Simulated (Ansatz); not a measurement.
```cif
data_mgh2
_symmetry_space_group_name_H-M 'P4_2/mnm'
_symmetry_Int_Tables_number 136
_cell_length_a 4.5168
_cell_length_b 4.5168
_cell_length_c 3.0205
_cell_angle_alpha 90.000
_cell_angle_beta 90.000
_cell_angle_gamma 90.000
_cell_volume 61.62
loop_
_atom_site_label
_atom_site_type_symbol
_atom_site_symmetry_multiplicity
_atom_site_Wyckoff_symbol
_atom_site_fract_x
_atom_site_fract_y
_atom_site_fract_z
_atom_site_occupancy
Mg1 Mg 2 a 0.00000 0.00000 0.00000 1
H1 H 4 f 0.30600 0.30600 0.00000 1
_calc_subject 'From PBE to G0W0: MgH2 (P4_2/mnm)'
_calc_method 'DFT, PBE, plane waves, PAW (and 1 further level or step)'
_calc_program 'Ansatz 0.2.0'
_calc_settings_of_one_run 'cutoff 420 eV, 6×6×8 k-mesh, smearing width 0.02 eV, default PAW'
_calc_cost '2 runs, 36 s in all on 1 × NVIDIA H100 80GB HBM3 (shared by 6 runs) with 3 threads of AMD EPYC 7R13 (Zen 3), shared host (the runs of this entry)'
_calc_notes 'The cell and positions come from the Crystallography Open Database and are kept as given unless a step says otherwise.'
_calc_pbe_gap '3.72 eV, indirect'
_calc_g0w0_gap_on_the_mesh '5.99 eV, from k = (0.000, 0.250, 0.000) to k = (-0.500, -0.500, -0.500)'
_calc_gw_settings '4×4×6 mesh, 395 empty bands, screening to 200 eV'
_calc_known_limits 'not at the basis limit'
```

```cif
data_mgh2
_symmetry_space_group_name_H-M 'P4_2/mnm'
_symmetry_Int_Tables_number 136
_cell_length_a 4.5168
_cell_length_b 4.5168
_cell_length_c 3.0205
_cell_angle_alpha 90.000
_cell_angle_beta 90.000
_cell_angle_gamma 90.000
_cell_volume 61.62
loop_
_atom_site_label
_atom_site_type_symbol
_atom_site_symmetry_multiplicity
_atom_site_Wyckoff_symbol
_atom_site_fract_x
_atom_site_fract_y
_atom_site_fract_z
_atom_site_occupancy
Mg1 Mg 2 a 0.00000 0.00000 0.00000 1
H1 H 4 f 0.30600 0.30600 0.00000 1
_calc_subject 'MgH2 (P4_2/mnm): band gap by G0W0 on HSE06'
_calc_method 'G0W0 on HSE06, plane waves, PAW (and 1 further level or step)'
_calc_program 'Ansatz 0.2.0'
_calc_settings_of_one_run 'cutoff 420 eV, 4×4×6 k-mesh, default PAW, empty bands 183, screening cutoff 120 eV, screening contour deformation, QP bands (v2, c2)'
_calc_cost '2 runs, 62 s in all on 1 × NVIDIA H100 80GB HBM3 (shared by 6 runs) with 3 threads of AMD EPYC 7R13 (Zen 3), shared host (the runs of this entry)'
_calc_notes 'In doubt: masses and optical values from hybrid runs of this build are listed as unsure (in some of the runs), which bears on the screening that GW takes from such a start. The cell and positions come from the Crystallography Open Database and are kept as given unless a step says otherwise. Bands and cutoff are finite, so the gap is not at the basis limit. The miss can reach some tenths of an eV and take either sign; the mesh is an error of its own.'
_calc_hse06_gap '4.81 eV, indirect'
_calc_g0w0_gap_on_the_mesh '6.54 eV, from k = (0.000, 0.250, 0.000) to k = (-0.500, -0.500, -0.500)'
_calc_gw_settings '4×4×6 mesh, 183 empty bands, screening to 120 eV'
_calc_known_limits 'not at the basis limit'
```

[Paths, hosts, dates, memory and timing lines, banners, echoed tables and standing remarks are left out of the program output.]

[Logs are printed without paths, hosts, clocks, repeated set-up lines and the standing remarks that a program may print on its own settings, such as how far it seeks lower states.]

[Runs of the session that timed out or met a known fault of the program may be left out.]

[Cells called generated may have been cut or substituted from an entry of the Crystallography Open Database or the Materials Project.]

[Hosts, paths, dates, database ids (printed as entryN), source tags and the programs' standing remarks are cut or masked in the printed files.]
